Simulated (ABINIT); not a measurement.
**Te2Mo (P6_3/mmc): G0W0 with ABINIT, start to end**

Wanted: ground state, empty states, screening and self-energy for Te2Mo (P6_3/mmc).

Method: PBE and many-body steps on it, plane waves, in ABINIT 10.8.3.

**Experimental background.**

- Gap 0.83 ± 0.05 eV: smallest (indirect) gap from electron and hole threshold voltage difference; ionic-liquid gated field-effect transistor; 270 K; film (exfoliated flakes 20-40 nm thick on SiO2/Si) (“Surface transport and band gap structure of exfoliated 2H-MoTe2 crystals”, 2014, arxiv:1407.1219).

- Gap 1.06 eV: direct gap at K (A transition); photoreflectance; 295 K; bulk crystal (commercial Bridgman-grown bulk crystal) (“Photoacoustic and modulated reflectance studies of indirect and direct band gap in van der Waals crystals”, 2017, pmc:5684221).

- Gap 0.88 ± 0.05 eV: indirect optical gap from extrapolated square root of absorption; phonon energy not resolved; optical transmission spectroscopy; 300 K; bulk crystal (exfoliated flakes 32 nm to 20 um thick, from chemical vapour transport crystal) (“Surface transport and band gap structure of exfoliated 2H-MoTe2 crystals”, 2014, arxiv:1407.1219).

- Gap 0.94 eV: indirect optical gap from PL (phonon-assisted emission peak); photoluminescence; 300 K; bulk crystal (thick exfoliated flake, about 50 layers or more) (“Direct versus indirect band gap emission and exciton-exciton annihilation in atomically thin molybdenum ditelluride (MoTe2)”, 2016, arxiv:1602.03071).

- Gap 1.03 eV: direct optical gap (A exciton hot luminescence) from PL; photoluminescence; 300 K; bulk crystal (thick exfoliated flake, about 50 layers or more) (“Direct versus indirect band gap emission and exciton-exciton annihilation in atomically thin molybdenum ditelluride (MoTe2)”, 2016, arxiv:1602.03071).

This is a selection; 1 further report is not listed.

### 1. The starting structure

It takes space group P6_3/mmc (No. 194, hexagonal). The conventional cell has a = 3.518 Å, b = 3.518 Å, c = 13.974 Å, α = 90.00°, β = 90.00°, γ = 120.00°. Nearest to Te lie 3 Mo at 2.72 Å. Nearest to Mo lie 6 Te at 2.72 Å. Farther neighbours and most contacts between anions are not listed.

The cell and positions come from the Crystallography Open Database and are kept as given unless a step says otherwise. Spin-orbit coupling is left out unless a step names it.

### 2. Ground state

This step: ABINIT 10.8.3; DFT, PBE, plane waves, norm-conserving pseudopotentials.

The ground-state density comes first.

File run.abi:

```
acell 3*1.0 Angstrom
rprim 
  3.518200000003 -0.000000000001 0.000000000000
  -1.759100000001 3.046850575598 0.000000000000
  0.000000000000 0.000000000000 13.973600000000
ntypat 2
znucl 52 42
natom 6
typat 1 1 1 1 2 2
xred 
  0.333333333333 0.666666666667 0.621000000000
  0.666666666667 0.333333333333 0.121000000000
  0.333333333333 0.666666666667 0.879000000000
  0.666666666667 0.333333333333 0.379000000000
  0.333333333333 0.666666666667 0.250000000000
  0.666666666667 0.333333333333 0.750000000000
pp_dirpath "pseudos"
pseudos "Te.upf, Mo.upf"
ecut 39
ngkpt 6 6 1
nshiftk 1
shiftk 0 0 0
kptopt 1
chksymbreak 0
nband 69
occopt 1
tolvrs 1e-08
nstep 60
prtwf 0
optforces 0
optstress 0
indata_prefix "in"
outdata_prefix "out"
tmpdata_prefix "tmp"
```

Run with:

```sh
$ OMP_NUM_THREADS=1 mpirun -n 4 abinit run.abi > log
```

Numbers of over 12 decimals in the logs are rounded to 6 here.

Log:

```text
.Version 10.8.3 of ABINIT. v10.8.2 released Aug 2026.

 Symmetries : space group P6_3/m m c (#194); Bravais hP (primitive hexag.)
================================================================================
 Values of the parameters that define the memory need of the present run
     intxc =       0    ionmov =       0      iscf =       7    lmnmax =       8
     lnmax =       8     mgfft =     150  mpssoang =       4    mqgrid =    7424
     natom =       6  nloc_mem =       1    nspden =       1   nspinor =       1
    nsppol =       1      nsym =      24    n1xccc =    2501    ntypat =       2
    occopt =       1   xclevel =       2
-    mband =          69        mffmem =           1         mkmem =           2
       mpw =       11774          nfft =      240000          nkpt =           7
================================================================================
  Rough estimation (10% accuracy) of disk space for files :
================================================================================

--------------------------------------------------------------------------------
------------- Echo of variables that govern the present computation ------------
--------------------------------------------------------------------------------
 -outvars: echo values of preprocessed input variables --------
            acell      1.8897261259E+00  1.8897261259E+00  1.8897261259E+00 Bohr

      chksymbreak           0
             ecut      3.90000000E+01 Hartree
-          fftalg         312

              ixc     -101130
              kpt      0.00000000E+00  0.00000000E+00  0.00000000E+00
                       1.66666667E-01  0.00000000E+00  0.00000000E+00
                       3.33333333E-01  0.00000000E+00  0.00000000E+00
                       5.00000000E-01  0.00000000E+00  0.00000000E+00
                       1.66666667E-01  1.66666667E-01  0.00000000E+00
                       3.33333333E-01  1.66666667E-01  0.00000000E+00
                       3.33333333E-01  3.33333333E-01  0.00000000E+00
         kptrlatt        6    0    0      0    6    0      0    0    1
          kptrlen      2.64062770E+01
P           mkmem           2
            natom           6
            nband          69
            ngfft          40      40     150
             nkpt           7
            nstep          60
             nsym          24
           ntypat           2
              occ      2.000000  2.000000  2.000000  2.000000  2.000000  2.000000
                       2.000000  2.000000  2.000000  2.000000  2.000000  2.000000
                       2.000000  2.000000  2.000000  2.000000  2.000000  2.000000
                       2.000000  2.000000  2.000000  2.000000  2.000000  2.000000
                       2.000000  2.000000  2.000000  2.000000  2.000000  2.000000
                       2.000000  2.000000  2.000000  2.000000  2.000000  2.000000
                       2.000000  2.000000  2.000000  2.000000  2.000000  2.000000
                       2.000000  2.000000  2.000000  2.000000  2.000000  2.000000
                       2.000000  2.000000  2.000000  2.000000  2.000000  2.000000
                       2.000000  2.000000  2.000000  2.000000  2.000000  2.000000
                       2.000000  2.000000  0.000000  0.000000  0.000000  0.000000
                       0.000000  0.000000  0.000000
        optforces           0
        optstress           0
            prtwf           0
            rprim      3.5182000000E+00 -1.0000000000E-12  0.0000000000E+00
                      -1.7591000000E+00  3.0468505756E+00  0.0000000000E+00
                       0.0000000000E+00  0.0000000000E+00  1.3973600000E+01
          spgroup         194

           tolvrs      1.00000000E-08

             xred      3.3333333333E-01  6.6666666667E-01  6.2100000000E-01
                       6.6666666667E-01  3.3333333333E-01  1.2100000000E-01
[...]
znucl       52.00000   42.00000

================================================================================

 chkinp: Checking input parameters for consistency.

================================================================================
== DATASET  1 ==================================================================
-   mpi_nproc: 4, omp_nthreads: 1 (-1 if OMP is not activated)

--- !DatasetInfo
iteration_state: {dtset: 1, }
dimensions: {natom: 6, nkpt: 7, mband: 69, nsppol: 1, nspinor: 1, nspden: 1, mpw: 11774, }
cutoff_energies: {ecut:  39.0, pawecutdg:  -1.0, }
electrons: {nelect:   1.24000000E+02, charge:   0.00000000E+00, occopt:   1.00000000E+00, tsmear:   1.00000000E-02, }

 Real(R)+Recip(G) space primitive vectors, cartesian coordinates (Bohr,Bohr^-1):
 R(1)=  6.6484345  0.0000000  0.0000000  G(1)=  0.1504113  0.0868400  0.0000000
 R(2)= -3.3242172  5.7577131  0.0000000  G(2)=  0.0000000  0.1736801  0.0000000
 R(3)=  0.0000000  0.0000000 26.4062770  G(3)=  0.0000000  0.0000000  0.0378698
 Unit cell volume ucvol=  1.0108264E+03 bohr^3
 Angles (23,13,12)=  9.00000000E+01  9.00000000E+01  1.20000000E+02 degrees

 getcut: wavevector=  0.0000  0.0000  0.0000  ngfft=  40  40 150
         ecut(hartree)=     39.000   => boxcut(ratio)=   2.02063

--- Pseudopotential description ------------------------------------------------
- Te Generated using ONCVPSP code by D. R. Hamann
[...]
--- l  ekb(1:nproj) -->
[...]
pspatm: atomic psp has been read  and splines computed

- Mo Generated using ONCVPSP code by D. R. Hamann
- 42.00000  14.00000  171031                  znucl, zion, pspdat
12 -101130 2 -1 1640                          pspcod,pspxc,lmax,lloc,mmax
     nproj     2     2     2     0
  pspatm : epsatm=   15.95693798
         --- l  ekb(1:nproj) -->
[...]
pspatm: atomic psp has been read  and splines computed

   1.82892178E+04                                ecore*ucvol(ha*bohr**3)
--------------------------------------------------------------------------------

_setup2: Arith. and geom. avg. npw (full set) are   11752.417   11752.405

================================================================================

--- !BeginCycle
iteration_state: {dtset: 1, }
solver: {iscf: 7, nstep: 60, nline: 4, wfoptalg: 0, }
tolerances: {tolvrs: 1.00E-08, }

     iter   Etot(hartree)      deltaE(h)  residm     vres2
 ETOT  1  -1259.9414146611    -1.260E+03 7.472E-01 2.161E+03
 ETOT  2  -1259.8940950935     4.732E-02 1.923E-02 4.018E+04
 ETOT  3  -1262.4960175785    -2.602E+00 1.275E-02 1.054E+03
 ETOT  4  -1262.5523025868    -5.629E-02 2.653E-03 5.098E+01
 ETOT  5  -1262.5547136364    -2.411E-03 4.047E-04 8.005E-01
 ETOT  6  -1262.5547850889    -7.145E-05 8.110E-04 2.149E-01
 ETOT  7  -1262.5547846982     3.907E-07 2.200E-04 1.599E-01
 ETOT  8  -1262.5547922402    -7.542E-06 2.013E-04 6.059E-04
 ETOT  9  -1262.5547922565    -1.626E-08 1.022E-04 3.243E-04
 ETOT 10  -1262.5547922690    -1.253E-08 6.778E-05 6.855E-07
 ETOT 11  -1262.5547922691    -8.913E-11 3.945E-05 1.427E-07
 ETOT 12  -1262.5547922691    -6.821E-12 2.535E-05 1.492E-09

 At SCF step   12       vres2   =  1.49E-09 < tolvrs=  1.00E-08 =>converged.

--- !ResultsGS
iteration_state: {dtset: 1, }
comment   : Summary of ground state results
lattice_vectors:
- [  6.6484345,  -0.0000000,   0.0000000, ]
- [ -3.3242172,   5.7577131,   0.0000000, ]
- [  0.0000000,   0.0000000,  26.4062770, ]
lattice_lengths: [   6.64843,    6.64843,   26.40628, ]
lattice_angles: [ 90.000,  90.000, 120.000, ] # degrees, (23, 13, 12)
lattice_volume:   1.0108264E+03
convergence: {deltae: -6.821E-12, res2:  1.492E-09, residm:  2.535E-05, diffor:  0.000E+00, }
etotal    :  -1.26255479E+03
entropy   :   0.00000000E+00
fermie    :   3.64950872E-01
cartesian_stress_tensor: null
pressure_GPa: null
xred      :
- [  3.3333E-01,   6.6667E-01,   6.2100E-01, Te]
- [  6.6667E-01,   3.3333E-01,   1.2100E-01, Te]
- [  3.3333E-01,   6.6667E-01,   8.7900E-01, Te]
- [  6.6667E-01,   3.3333E-01,   3.7900E-01, Te]
- [  3.3333E-01,   6.6667E-01,   2.5000E-01, Mo]
- [  6.6667E-01,   3.3333E-01,   7.5000E-01, Mo]
cartesian_forces: null
force_length_stats: {min: null, max: null, mean: null, }

 Integrated electronic density in atomic spheres:
 ------------------------------------------------
 Atom  Sphere_radius  Integrated_density
[...]
================================================================================

 ----iterations are completed or convergence reached----

 Mean square residual over all n,k,spin=   17.940E-08; max=  25.348E-06
 reduced coordinates (array xred) for    6 atoms
[...]
0.666666666667      0.333333333333      0.121000000000
       0.333333333333      0.666666666667      0.879000000000
       0.666666666667      0.333333333333      0.379000000000
       0.333333333333      0.666666666667      0.250000000000
       0.666666666667      0.333333333333      0.750000000000
 rms dE/dt=  0.0000E+00; max dE/dt=  0.0000E+00; dE/dt below (all hartree)
    1       0.000000000000      0.000000000000      0.000000000000
    2       0.000000000000      0.000000000000      0.000000000000
    3       0.000000000000      0.000000000000      0.000000000000
    4       0.000000000000      0.000000000000      0.000000000000
    5       0.000000000000      0.000000000000      0.000000000000
    6       0.000000000000      0.000000000000      0.000000000000

 cartesian coordinates (angstrom) at end:
    1      3.3e-13     2.031234     8.677606
    2      1.759100     1.015617     1.690806
    3      3.3e-13     2.031234    12.282794
    4      1.759100     1.015617     5.295994
    5      3.3e-13     2.031234     3.493400
    6      1.759100     1.015617    10.480200
 length scales=  1.889726125908  1.889726125908  1.889726125908 bohr
              =  1.000000000000  1.000000000000  1.000000000000 angstroms
 prteigrs : about to open file out_EIG
 Fermi (or HOMO) energy (hartree) =   0.36495   Average Vxc (hartree)=  -0.40661
 Eigenvalues (hartree) for nkpt=   7  k points:
 kpt#   1, nband= 69, wtk=  0.02778, kpt=  0.0000  0.0000  0.0000 (reduced coord)
  -5.49383   -5.49382   -5.49382   -5.49382   -3.65755   -3.65755   -3.65755   -3.65755
  -3.65755   -3.65755   -3.65755   -3.65755   -3.65516   -3.65516   -3.65516   -3.65516
  -1.87049   -1.87049   -0.98423   -0.98423   -0.98402   -0.98402   -0.98367   -0.98367
  -0.98364   -0.98364   -0.98181   -0.98181   -0.98178   -0.98178   -0.98146   -0.98146
  -0.98141   -0.98141   -0.98138   -0.98113   -0.98078   -0.98077   -0.92112   -0.92112
  -0.91553   -0.91553   -0.91553   -0.91553   -0.11413   -0.10224   -0.08278   -0.06418
   0.14853    0.19631    0.25077    0.29785    0.29785    0.29842    0.29842    0.32641
   0.32650    0.32650    0.32780    0.32780    0.35298    0.36495    0.47176    0.47178
   0.47665    0.47674    0.47992    0.47992    0.48929
 prteigrs : prtvol=0 or 1, do not print more k-points.

--- !EnergyTerms
iteration_state     : {dtset: 1, }
comment             : Components of total free energy in Hartree
kinetic             :  4.23425889972339E+02
hartree             :  4.10747064915165E+02
xc                  : -1.65393466005591E+02
Ewald energy        : -6.60611993838795E+02
psp_core            :  1.80933316097207E+01
local_psp           : -1.24891225910004E+03
non_local_psp       : -3.99033598219118E+01
total_energy        : -1.26255479226911E+03
total_energy_eV     : -3.43558661091491E+04
band_energy         : -1.82372114899797E+02

== END DATASET(S) ==============================================================
================================================================================

 -outvars: echo values of variables after computation  --------
           etotal     -1.2625547923E+03
            nband          69
             nkpt           7
          spgroup         194
 [... the other variables as echoed above ...]

 Calculation completed.
```

Run time: 96 s. Hardware: 4 MPI ranks of Arm Neoverse V2, shared host; peak memory 0.57 GiB; 6.4 min of CPU time.

This step gave:

| Item | Value |
| --- | --- |
| total energy | -34355.8661 eV |
| gap | 0.8286 eV |
| k of the valence top | 0, 0, 0 |
| k of the conduction bottom | 0.1667, 0.1667, 0 |
| least direct gap | 1.039 eV |

The gap is indirect, with the least direct gap 0.21 eV higher.

(Part 1 of 3 ends here.)

[Paths, hosts, dates, memory and timing lines, banners, echoed tables and standing remarks are left out of the program output.]

[Logs are printed without paths, hosts, clocks, repeated set-up lines and the standing remarks that a program may print on its own settings, such as how far it seeks lower states.]

[Runs of the session that timed out or met a known fault of the program may be left out.]

[Hosts, paths, dates, database ids (printed as entryN), source tags and the programs' standing remarks are cut or masked in the printed files.]

[G0W0 gaps are taken among the corrected bands and points alone; a level outside them can change the order at an edge.]

[Where Ansatz stands beside ABINIT at settings called matched, ABINIT's density can come from a denser mesh and the files from another edition; pairs whose starting gaps differed by over 0.03 eV were left out, so agreement reads better than it is.]
